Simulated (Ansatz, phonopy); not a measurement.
**Quasi-harmonic thermodynamics of CaO (Lime, Fm-3m)**

Aim: the lattice, expansion, heat capacity and bulk modulus of CaO (Lime) as it warms.

What experiment has found for this phase:
- heat capacity C_P per formula unit 42.2 J/mol/K and bulk modulus 113 GPa near room temperature (given in “High-Throughput Prediction of Finite-Temperature Properties using the Quasi-Harmonic Approximation”, 2016, arXiv:1603.06924)

Calculated with Ansatz 0.2.0; DFT LDA, scalar-relativistic, plane waves, PAW, in the first sound run; inputs show where later runs differ.

This is a report of a sequence of runs, with most program output left out.

## 1. Starting point

The structure is cubic, space group Fm-3m (No. 225). The conventional cell has a = 4.813 Å, b = 4.813 Å, c = 4.813 Å, α = 90.00°, β = 90.00°, γ = 90.00°. Nearest to Ca lie 6 O at 2.41 Å. O has 6 Ca at 2.41 Å nearest. Farther neighbours and most contacts between anions are not listed.

## 2. A first coarse run

A cheap single point shows whether the cell is a metal or an insulator and how far it is from rest; that sets the k-mesh and the occupations of what follows.

The input, input.yaml:

```yaml
crystal:
  lattice:
    - [0.0, 2.4065, 2.4065]
    - [2.4065, 0.0, 2.4065]
    - [2.4065, 2.4065, 0.0]
  atoms:
    - { symbol: Ca, position: [0.0, 0.0, 0.0] }
    - { symbol: O, position: [0.5, 0.5, 0.5] }
kpoints:
  mp_grid: { grid: [6, 6, 6] }
hamiltonian:
  xc: lda
scf:
  occupations: { method: gaussian, width: 0.1 }
  lower_state_search: "off"
output:
  forces: true
  stress: true
  eigenvalues: true
```

Launch:

```console
$ ansatz run input.yaml --threads 4 --pin off --max-ram 16384MiB --backend cpu --events-out ev --progress --plain --runs-dir out
```

It took 0.84 s on 4 threads of Arm Neoverse V1, shared host; peak memory 0.25 GiB; 1.2 s of CPU time.

A gap read on the k-mesh alone can miss the band edges.

This step gave:

| Quantity | Value |
| --- | --- |
| pressure | -7.386 GPa |
| gap on the k-mesh | 3.488 eV |
| volume per atom | 13.94 Å³/atom |

The start is under -7.4 GPa at this level and looks like an insulator or semiconductor on this mesh.

## 3. Finding the static equilibrium

Phonons are second derivatives about a minimum, so cell and atoms are relaxed first, inside the symmetry of the start.

input.yaml, the sections that differ from step 2:

```yaml
kpoints:
  mp_grid: { grid: [8, 8, 8] }
scf:
  occupations: { method: gaussian, width: 0.02 }
  lower_state_search: "off"
relax:
  adjacent_minimum: "off"
  f_tol: 0.005
  max_steps: 80
  cell: { stress_tol: 0.05 }
# crystal, hamiltonian, output: as in step 2
```

The job ended after 2.1 s (4 threads; peak memory 0.28 GiB; 6.1 s of CPU time).

Step by step:

| step | energy less that of the first step (eV) | largest force component (eV/Å) | pressure (GPa) | volume (Å³) |
| --- | --- | --- | --- | --- |
| 1 | 0.0000 | 0.0000 | -7.38 | 27.87 |
| 2 | -0.0471 | 0.0000 | 2.25 | 25.72 |
| 3 | -0.0482 | 0.0000 | -0.22 | 26.19 |
| 4 | -0.0484 | 0.0000 | -0.01 | 26.15 |
| 5* | -0.0435 | 0.0000 | -0.32 | 26.15 |
| 6 | -0.0438 | 0.0000 | 0.00 | 26.09 |
| 7* | -0.0437 | 0.0000 | -0.01 | 26.09 |

Relaxation steps marked * repeat the geometry before them on a plane-wave basis chosen anew for their cell, so energy and pressure can jump there.

Forces are held to the 48 operations that the run works with; a distortion that breaks them can't arise in this run.

| conventional cell, symmetrised | before | after | change |
| --- | --- | --- | --- |
| a (Å) | 4.813 | 4.708 | -2.2 % |
| b (Å) | 4.813 | 4.708 | -2.2 % |
| c (Å) | 4.813 | 4.708 | -2.2 % |
| volume (Å³/atom) | 13.94 | 13.04 | -6.4 % |

Final coordinates:

```
Ca O
1.0
     0.00000    2.35399    2.35399
     2.35399    0.00000    2.35399
     2.35399    2.35399    0.00000
Ca O
1 1
Cartesian
  0.0000 0.0000 0.0000
  2.3540 2.3540 2.3540
```

Numbers from this step:

- pressure: -0.01328 GPa
- gap on the k-mesh: 3.451 eV
- volume per atom: 13.04 Å³/atom

The relaxation ends with a pressure of -0.01 GPa.

## 4. Relaxing to small residual forces and stress

The relaxation is repeated with tighter thresholds on force and stress, since phonons are sensitive to what is left; a change of mesh or smearing in the input moves the cell too.

The input, input.yaml:

```yaml
crystal:
  lattice:
    - [0.0, 2.3539881328, 2.3539881328]
    - [2.3539881328, 0.0, 2.3539881328]
    - [2.3539881328, 2.3539881328, 0.0]
  atoms:
    - { symbol: Ca, position: [0.0, 0.0, 0.0] }
    - { symbol: O, position: [0.5, 0.5, 0.5] }
kpoints:
  mp_grid: { grid: [8, 8, 8] }
hamiltonian:
  xc: lda
scf:
  occupations: { method: fixed }
  lower_state_search: "off"
output:
  forces: true
  stress: true
  eigenvalues: true
  write_density: true
  write_potential: true
  elf: true
  volumetric_format: npy
relax:
  adjacent_minimum: "off"
  f_tol: 0.001
  max_steps: 60
  cell: { stress_tol: 0.01 }
```

Run time: 0.92 s. Hardware: 4 threads; peak memory 0.27 GiB.

Little changed from the start: no atom moved by 0.005 Å and no cell edge by 0.1 %.

This step gave:

```yaml
pressure: 7.41e-4 GPa
gap_on_the_k_mesh: 3.450 eV
```

Valence density in the ac plane of the conventional cell at fractional y = 0.000, with atoms of Ca and O within 0.2 Å of it. It is the smooth field of the valence electrons, not physical close to the nuclei.

Ten even steps from '0' (0.1 e/Å³) to '9' (7.0 e/Å³), each cell a mean:
```
85100268410037
32000022100013
00000000000000
00000000000000
10000011100001
52000256310014
95100389610028
84100378510026
21000133200002
00000000000000
00000000000000
11000011000001
63100145200025
96100289510038
```
Columns run along a (4.7 Å), rows up along c (4.7 Å), edges of the conventional cell, whose origin can differ from the input's. Atoms in or near the plane, at fractional coordinates: Ca at (0.00, 0.00), Ca at (0.50, 0.50), O at (0.50, 0.00), O at (0.00, 0.50).

ELF in the ac plane of the conventional cell at fractional y = 0.000, with atoms of Ca and O within 0.2 Å of it. It is the smooth field of the valence electrons, not physical close to the nuclei.

Ten even steps from '0' (0.04) to '9' (0.85), each cell a mean:
```
99715976982399
98404899971179
42002455530013
22100011100012
87510478620378
89722899961599
48824999981596
69823999971597
99711799840489
55300134200245
11000122210001
86203788751047
99615998972289
99815964882499
```
Columns run along a (4.7 Å), rows up along c (4.7 Å), edges of the conventional cell, whose origin can differ from the input's. Atoms in or near the plane, at fractional coordinates: Ca at (0.00, 0.00), Ca at (0.50, 0.50), O at (0.50, 0.00), O at (0.00, 0.50).

Electrostatic potential energy in the ac plane of the conventional cell at fractional y = 0.000, with atoms of Ca and O within 0.2 Å of it. With pseudopotentials it is smooth inside the atoms' cores, unlike the true potential.

Values in eV, 14 rows by 14 columns, each cell a mean:
```
-54 -40 -11   6  11  -7 -32 -38 -22   7   9  -1 -25 -50
-30 -18  -1   8  11   9  -7 -12   2  12  10   5  -9 -25
 -2   2   7  10  12  11  11  10  11  12  11   9   5  -1
  9  10  11  11  10   8   6   5   7   9  11  11  10   9
  4  10  12  11   7  -1 -11 -14  -6   4   9  12  12   7
-27 -11  10  10   2 -18 -40 -46 -30  -6   7  11   2 -22
-47 -27   4   9  -2 -30 -54 -55 -46 -14   5  10 -12 -38
-38 -22   7   9  -1 -25 -50 -54 -40 -11   6  11  -7 -32
-12   2  12  10   5  -9 -25 -30 -18  -1   8  11   9  -7
 10  11  12  11   9   5  -1  -2   2   7  10  12  11  11
  5   7   9  11  11  10   9   9  10  11  11  10   8   6
-14  -6   4   9  12  12   7   4  10  12  11   7  -1 -11
-46 -30  -6   7  11   2 -22 -27 -11  10  10   2 -18 -40
-55 -46 -14   5  10 -12 -38 -47 -27   4   9  -2 -30 -54
```
Columns run along a (4.7 Å; values clipped at the 3rd and 97th percentile), rows up along c (4.7 Å), edges of the conventional cell, whose origin can differ from the input's. Atoms in or near the plane, at fractional coordinates: Ca at (0.00, 0.00), Ca at (0.50, 0.50), O at (0.50, 0.00), O at (0.00, 0.50).

The residual pressure is 7.4e-4 GPa, small enough for phonons.

## 5. Phonons on strained cells, functional LDA, q-mesh 2×2×2

Thermal expansion follows from how the free energy of the vibrations (and of the electrons in a metal) changes with strain, so the program makes strained cells, their phonons and a fit in one run.

input.yaml, the sections that differ from step 4:

```yaml
crystal:
  lattice:
    - [0.0, 2.3539031613, 2.3539031613]
    - [2.3539031613, 0.0, 2.3539031613]
    - [2.3539031613, 2.3539031613, 0.0]
  atoms:
    - { symbol: Ca, position: [0.0, 0.0, 0.0] }
    - { symbol: O, position: [0.5, 0.5, 0.5] }
output:
  eigenvalues: true
phonons:
  method: dfpt
  qmesh: [2, 2, 2]
  temperatures: { t_max: 1200.0, t_step: 50 }
  thermal_expansion: {}
# kpoints, hamiltonian, scf: as in step 4
# relax: removed
```

It took 49 s on 4 threads; peak memory 0.53 GiB.

Numbers from this step:

| Property | Result |
| --- | --- |
| pressure | 0.003862 GPa |
| gap on the k-mesh | 3.449 eV |
| volume expansion coefficient at 298 K | 35.12 1e-6/K |
| C_P at 298 K | 21.31 J/mol-atom/K |
| entropy at 298 K | 19.76 J/mol-atom/K |
| isothermal bulk modulus at 298 K | 120.3 GPa |
| Grüneisen parameter at 298 K | 1.606 |
| volume at 298 K | 13.23 Å³/atom |
| principal linear expansion coefficients at 298 K | 11.71, 11.71, 11.71 1e-6/K |

Strained cells of the study; zero-point energy where phonons were solved; the pressures are stresses at a fixed cutoff and can carry an offset from the finite basis. Expansion cells, by row:

| cell | \|a\| (Å) | \|b\| (Å) | \|c\| (Å) | V (Å³/atom) | E - E_lowest (meV/atom) | pressure, compression positive (GPa) | gap (eV) | zero-point energy (meV/atom) |
| --- | --- | --- | --- | --- | --- | --- | --- | --- |
| 1 | 3.329 | 3.329 | 3.329 | 13.04 | 0.004 | -0.028 | 3.449 | - |
| 2 | 3.356 | 3.356 | 3.356 | 13.36 | 2.929 | -2.949 | 3.466 | - |
| 3 | 3.303 | 3.303 | 3.303 | 12.73 | 3.062 | 3.219 | 3.43 | - |
| 4 | 3.329 | 3.329 | 3.329 | 13.05 | 0 | -0.061 | 3.449 | 55.77 |
| 5 | 3.346 | 3.346 | 3.346 | 13.24 | 1.196 | -1.925 | 3.46 | 54.49 |
| 6 | 3.368 | 3.368 | 3.368 | 13.51 | 6.293 | -4.221 | 3.472 | 52.79 |
| 7 | 3.388 | 3.388 | 3.388 | 13.75 | 13.9 | -6.065 | 3.481 | 51.3 |
| 8 | 3.408 | 3.408 | 3.408 | 13.99 | 24.32 | -7.766 | 3.489 | 49.82 |
| 9 | 3.296 | 3.296 | 3.296 | 12.66 | 4.731 | 4.052 | 3.425 | - |
| 10 | 3.313 | 3.313 | 3.313 | 12.85 | 1.149 | 1.929 | 3.438 | - |
| 11 | 3.435 | 3.435 | 3.435 | 14.33 | 42.94 | -9.874 | 3.497 | - |

Quasi-harmonic; a, b, c are the run's own cell vectors. Expansion, by row:

| T (K) | a (Å) | b (Å) | c (Å) | alpha (deg) | beta (deg) | gamma (deg) | cell volume (Å³/cell) | alpha_a (1e-6/K) | alpha_b (1e-6/K) | alpha_c (1e-6/K) | alpha_V (1e-6/K) | C_P (J/mol-atom/K) | C_V (J/mol-atom/K) | S (J/mol-atom/K) | B_T (GPa) | B_S (GPa) | Grueneisen | extrapolation | fit error (1e-6/K) |
| --- | --- | --- | --- | --- | --- | --- | --- | --- | --- | --- | --- | --- | --- | --- | --- | --- | --- | --- | --- |
| 0 | 3.338 | 3.338 | 3.338 | 60 | 60 | 60 | 26.3 | 0 | 0 | 0 | 0 | 0 | 0 | 0 | 125.5 | 125.5 | - | 0 | 0 |
| 50 | 3.338 | 3.338 | 3.338 | 60 | 60 | 60 | 26.3 | 0.68 | 0.68 | 0.68 | 2.03 | 1.356 | 1.356 | 0.374 | 125.4 | 125.4 | 1.484 | 0 | 0 |
| 100 | 3.339 | 3.339 | 3.339 | 60 | 60 | 60 | 26.31 | 4.12 | 4.12 | 4.12 | 12.35 | 7.771 | 7.756 | 3.147 | 125 | 125.2 | 1.576 | 0 | 0 |
| 150 | 3.339 | 3.339 | 3.339 | 60 | 60 | 60 | 26.33 | 7.35 | 7.35 | 7.35 | 22.04 | 13.64 | 13.57 | 7.481 | 124 | 124.7 | 1.598 | 0 | 0 |
| 200 | 3.341 | 3.341 | 3.341 | 60 | 60 | 60 | 26.37 | 9.45 | 9.45 | 9.45 | 28.36 | 17.43 | 17.28 | 11.97 | 122.9 | 124 | 1.602 | 0 | 0.01 |
| 250 | 3.343 | 3.343 | 3.343 | 60 | 60 | 60 | 26.41 | 10.81 | 10.81 | 10.81 | 32.43 | 19.81 | 19.56 | 16.13 | 121.6 | 123.2 | 1.604 | 0 | 0.01 |
| 298.1 | 3.344 | 3.344 | 3.344 | 60 | 60 | 60 | 26.45 | 11.71 | 11.71 | 11.71 | 35.12 | 21.31 | 20.96 | 19.76 | 120.3 | 122.4 | 1.606 | 0 | 0.01 |
| 300 | 3.344 | 3.344 | 3.344 | 60 | 60 | 60 | 26.45 | 11.74 | 11.74 | 11.74 | 35.21 | 21.36 | 21 | 19.89 | 120.3 | 122.3 | 1.606 | 0 | 0.01 |
| 350 | 3.347 | 3.347 | 3.347 | 60 | 60 | 60 | 26.5 | 12.42 | 12.42 | 12.42 | 37.26 | 22.42 | 21.96 | 23.27 | 118.9 | 121.4 | 1.61 | 0 | 0.01 |
| 400 | 3.349 | 3.349 | 3.349 | 60 | 60 | 60 | 26.55 | 12.96 | 12.96 | 12.96 | 38.87 | 23.18 | 22.61 | 26.31 | 117.5 | 120.5 | 1.615 | 0 | 0.01 |
| 450 | 3.351 | 3.351 | 3.351 | 60 | 60 | 60 | 26.6 | 13.41 | 13.41 | 13.41 | 40.23 | 23.76 | 23.08 | 29.08 | 116.1 | 119.5 | 1.62 | 0 | 0.01 |
| 500 | 3.353 | 3.353 | 3.353 | 60 | 60 | 60 | 26.66 | 13.81 | 13.81 | 13.81 | 41.42 | 24.22 | 23.43 | 31.61 | 114.6 | 118.5 | 1.626 | 0 | 0.01 |
| 550 | 3.355 | 3.355 | 3.355 | 60 | 60 | 60 | 26.71 | 14.17 | 14.17 | 14.17 | 42.52 | 24.59 | 23.69 | 33.93 | 113.1 | 117.4 | 1.633 | 0 | 0.01 |
| 600 | 3.358 | 3.358 | 3.358 | 60 | 60 | 60 | 26.77 | 14.52 | 14.52 | 14.52 | 43.56 | 24.91 | 23.89 | 36.09 | 111.6 | 116.3 | 1.64 | 0 | 0.02 |
| 650 | 3.36 | 3.36 | 3.36 | 60 | 60 | 60 | 26.83 | 14.86 | 14.86 | 14.86 | 44.57 | 25.19 | 24.04 | 38.09 | 110 | 115.2 | 1.647 | 0 | 0.02 |
| 700 | 3.363 | 3.363 | 3.363 | 60 | 60 | 60 | 26.89 | 15.19 | 15.19 | 15.19 | 45.56 | 25.45 | 24.17 | 39.97 | 108.4 | 114.2 | 1.655 | 0 | 0.02 |
| 750 | 3.365 | 3.365 | 3.365 | 60 | 60 | 60 | 26.95 | 15.52 | 15.52 | 15.52 | 46.57 | 25.68 | 24.27 | 41.73 | 106.8 | 113 | 1.663 | 0 | 0.02 |
| 800 | 3.368 | 3.368 | 3.368 | 60 | 60 | 60 | 27.02 | 15.86 | 15.86 | 15.86 | 47.59 | 25.91 | 24.36 | 43.4 | 105.2 | 111.9 | 1.672 | 0 | 0.02 |
| 850 | 3.371 | 3.371 | 3.371 | 60 | 60 | 60 | 27.08 | 16.21 | 16.21 | 16.21 | 48.63 | 26.12 | 24.43 | 44.97 | 103.5 | 110.7 | 1.681 | 0 | 0.03 |
| 900 | 3.374 | 3.374 | 3.374 | 60 | 60 | 60 | 27.15 | 16.57 | 16.57 | 16.57 | 49.71 | 26.34 | 24.48 | 46.47 | 101.8 | 109.5 | 1.69 | 0 | 0.03 |
| 950 | 3.376 | 3.376 | 3.376 | 60 | 60 | 60 | 27.22 | 16.94 | 16.94 | 16.94 | 50.83 | 26.55 | 24.53 | 47.9 | 100.1 | 108.3 | 1.7 | 0 | 0.03 |
| 1000 | 3.379 | 3.379 | 3.379 | 60 | 60 | 60 | 27.29 | 17.33 | 17.33 | 17.33 | 52 | 26.76 | 24.58 | 49.27 | 98.34 | 107.1 | 1.71 | 0 | 0.02 |
| 1050 | 3.382 | 3.382 | 3.382 | 60 | 60 | 60 | 27.36 | 17.74 | 17.74 | 17.74 | 53.23 | 26.98 | 24.61 | 50.58 | 96.55 | 105.8 | 1.72 | 0 | 0.02 |
| 1100 | 3.385 | 3.385 | 3.385 | 60 | 60 | 60 | 27.43 | 18.18 | 18.18 | 18.18 | 54.53 | 27.2 | 24.64 | 51.84 | 94.73 | 104.6 | 1.731 | 0 | 0.02 |
| 1150 | 3.388 | 3.388 | 3.388 | 60 | 60 | 60 | 27.51 | 18.63 | 18.63 | 18.63 | 55.89 | 27.43 | 24.67 | 53.06 | 92.87 | 103.3 | 1.743 | 0 | 0.03 |
| 1200 | 3.392 | 3.392 | 3.392 | 60 | 60 | 60 | 27.59 | 19.11 | 19.11 | 19.11 | 57.34 | 27.68 | 24.7 | 54.23 | 90.98 | 102 | 1.755 | 0 | 0.05 |

Table of expansion coefficient by temperature; values in 1e-6/K:

| temperature (K) | volume | principal 1 |
| --- | --- | --- |
| 0 | 0 | 0 |
| 50 | 2.03 | 0.68 |
| 100 | 12.3 | 4.12 |
| 200 | 28.4 | 9.45 |
| 250 | 32.4 | 10.8 |
| 298 | 35.1 | 11.7 |
| 300 | 35.2 | 11.7 |
| 350 | 37.3 | 12.4 |
| 450 | 40.2 | 13.4 |
| 500 | 41.4 | 13.8 |
| 550 | 42.5 | 14.2 |
| 600 | 43.6 | 14.5 |
| 650 | 44.6 | 14.9 |
| 700 | 45.6 | 15.2 |
| 800 | 47.6 | 15.9 |
| 850 | 48.6 | 16.2 |
| 900 | 49.7 | 16.6 |
| 950 | 50.8 | 16.9 |
| 1000 | 52 | 17.3 |
| 1100 | 54.5 | 18.2 |
| 1150 | 55.9 | 18.6 |
| 1200 | 57.3 | 19.1 |

At 298 K the volume expansion is 35.1 × 10⁻⁶/K and B_T is 120 GPa. The log warns that this q-mesh is too narrow, so the figure can be far off. The program raised the cutoff to 487.2 eV by itself: with no cutoff typed, the study takes about 1.16 times the default for its relaxations and scales it with the volume for the phonons.

## 6. Free-energy fit

This step: DFT LDA, scalar-relativistic, plane waves, PAW (phonopy 4.10.0).

This step gave:

```yaml
volume_expansion_coefficient_at_300_k: 35.11 1e-6/K
isothermal_bulk_modulus_at_300_k: 120.2 GPa
c_p_at_300_k: 21.38 J/mol-atom/K
grueneisen_parameter_at_300_k: 1.601
```

The energy (each curve on its own zero) by volume; values in meV/atom:

| volume (Å³/atom) | static | F at 0 K | F at 300 K | F at 1200 K |
| --- | --- | --- | --- | --- |
| 13.046 | 0 | 2.94 | 5.06 | 17.7 |
| 13.243 | 1.2 | 2.85 | 4.12 | 11.5 |
| 13.509 | 6.29 | 6.25 | 6.3 | 6.4 |
| 13.747 | 13.9 | 12.4 | 11.3 | 4.7 |
| 13.989 | 24.3 | 21.3 | 19.0 | 5.42 |

Phonopy-qha, vinet fit of F(V) at each temperature. Qha vinet, by row:

| T (K) | fitted volume (Å³/atom) | alpha_V (1e-6/K) | B_T (GPa) | C_P (J/mol-atom/K) | Grueneisen |
| --- | --- | --- | --- | --- | --- |
| 100 | 13.16 | 12.17 | 124.8 | 7.43 | 1.553 |
| 150 | 13.17 | 21.49 | 123.9 | 13.44 | 1.557 |
| 200 | 13.18 | 28.01 | 122.8 | 17.37 | 1.581 |
| 250 | 13.2 | 32.24 | 121.5 | 19.81 | 1.593 |
| 300 | 13.23 | 35.11 | 120.2 | 21.38 | 1.601 |
| 350 | 13.25 | 37.2 | 118.8 | 22.45 | 1.607 |
| 400 | 13.28 | 38.85 | 117.5 | 23.21 | 1.613 |
| 450 | 13.3 | 40.21 | 116 | 23.79 | 1.619 |
| 500 | 13.33 | 41.42 | 114.5 | 24.24 | 1.626 |
| 550 | 13.36 | 42.52 | 113.1 | 24.62 | 1.632 |
| 600 | 13.39 | 43.56 | 111.5 | 24.93 | 1.64 |
| 650 | 13.42 | 44.57 | 110 | 25.21 | 1.647 |
| 700 | 13.45 | 45.57 | 108.4 | 25.46 | 1.655 |
| 750 | 13.48 | 46.58 | 106.8 | 25.7 | 1.663 |
| 800 | 13.51 | 47.6 | 105.2 | 25.92 | 1.672 |
| 850 | 13.54 | 48.64 | 103.5 | 26.14 | 1.681 |
| 900 | 13.57 | 49.72 | 101.8 | 26.35 | 1.69 |
| 950 | 13.61 | 50.84 | 100.1 | 26.56 | 1.7 |
| 1000 | 13.64 | 52.01 | 98.36 | 26.77 | 1.71 |
| 1050 | 13.68 | 53.23 | 96.59 | 26.99 | 1.721 |
| 1100 | 13.72 | 54.52 | 94.78 | 27.21 | 1.732 |
| 1150 | 13.75 | 55.87 | 92.94 | 27.44 | 1.743 |

Table of volume expansion coefficient by temperature; values in 1e-6/K:

| temperature (K) | phonopy-qha, Vinet | Ansatz's own study |
| --- | --- | --- |
| 100 | 12.2 | 12.3 |
| 150 | 21.5 | 22.0 |
| 200 | 28.0 | 28.4 |
| 250 | 32.2 | 32.4 |
| 300 | 35.1 | 35.2 |
| 350 | 37.2 | 37.3 |
| 400 | 38.9 | 38.9 |
| 450 | 40.2 | 40.2 |
| 500 | 41.4 | 41.4 |
| 550 | 42.5 | 42.5 |
| 600 | 43.6 | 43.6 |
| 650 | 44.6 | 44.6 |
| 700 | 45.6 | 45.6 |
| 750 | 46.6 | 46.6 |
| 800 | 47.6 | 47.6 |
| 850 | 48.6 | 48.6 |
| 900 | 49.7 | 49.7 |
| 950 | 50.8 | 50.8 |
| 1000 | 52.0 | 52 |
| 1050 | 53.2 | 53.2 |
| 1100 | 54.5 | 54.5 |
| 1150 | 55.9 | 55.9 |

The fit gives a volume expansion of 35.1 × 10⁻⁶/K at 300 K, against 35.1 at 298 K from the study itself, whose static fit uses more cells.

[end of part 1 of 2]

[Logs are printed without paths, hosts, clocks, repeated set-up lines and the standing remarks that a program may print on its own settings, such as how far it seeks lower states.]

[Hosts, paths, dates, database ids (printed as entryN), source tags and the programs' standing remarks are cut or masked in the printed files.]

[A step with changed settings may run another functional than the one named; its input shows which.]
